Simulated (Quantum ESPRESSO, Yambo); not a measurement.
An input for Quantum ESPRESSO 7.5 (MoS2 (R3m)):

```
&control
  calculation = 'scf'
  prefix = 'x'
  outdir = 'o'
  pseudo_dir = 'pseudo'
/
&system
  ibrav = 0
  nat = 3
  ntyp = 2
  ecutwfc = 72.0
  nbnd = 18
  force_symmorphic = .true.
/
&electrons
  conv_thr = 1e-10
  electron_maxstep = 80
  mixing_beta = 0.5
/
ATOMIC_SPECIES
  Mo 95.95 Mo.upf
  S 32.06 S.upf
CELL_PARAMETERS angstrom
  1.5800000000 0.9122134253 6.1500000000
  -1.5800000000 0.9122134253 6.1500000000
  -0.0000000000 -1.8244268506 6.1500000000
ATOMIC_POSITIONS crystal
  Mo 0.0000949582 0.0000949582 0.0000949582
  S 0.2486434308 0.2486434308 0.2486434308
  S 0.4182616111 0.4182616111 0.4182616111
K_POINTS automatic
  8 8 8 0 0 0
```

```sh
OMP_NUM_THREADS=1 mpirun -n 4 pw.x -nk 4 -in pw.in > pw.out
```

How long will it take on 4 MPI ranks of Arm Neoverse V1, shared host, and how much memory?

It took 87 s; on shared hardware allow 44 s to 2.9 min. Peak host memory was 0.4 GiB.

[Paths, hosts, dates, memory and timing lines, banners, echoed tables and standing remarks are left out of the program output.]

[Logs are printed without paths, hosts, clocks, repeated set-up lines and the standing remarks that a program may print on its own settings, such as how far it seeks lower states.]

[Runs of the session that timed out or met a known fault of the program may be left out.]

[Hosts, paths, dates, database ids (printed as entryN), source tags and the programs' standing remarks are cut or masked in the printed files.]
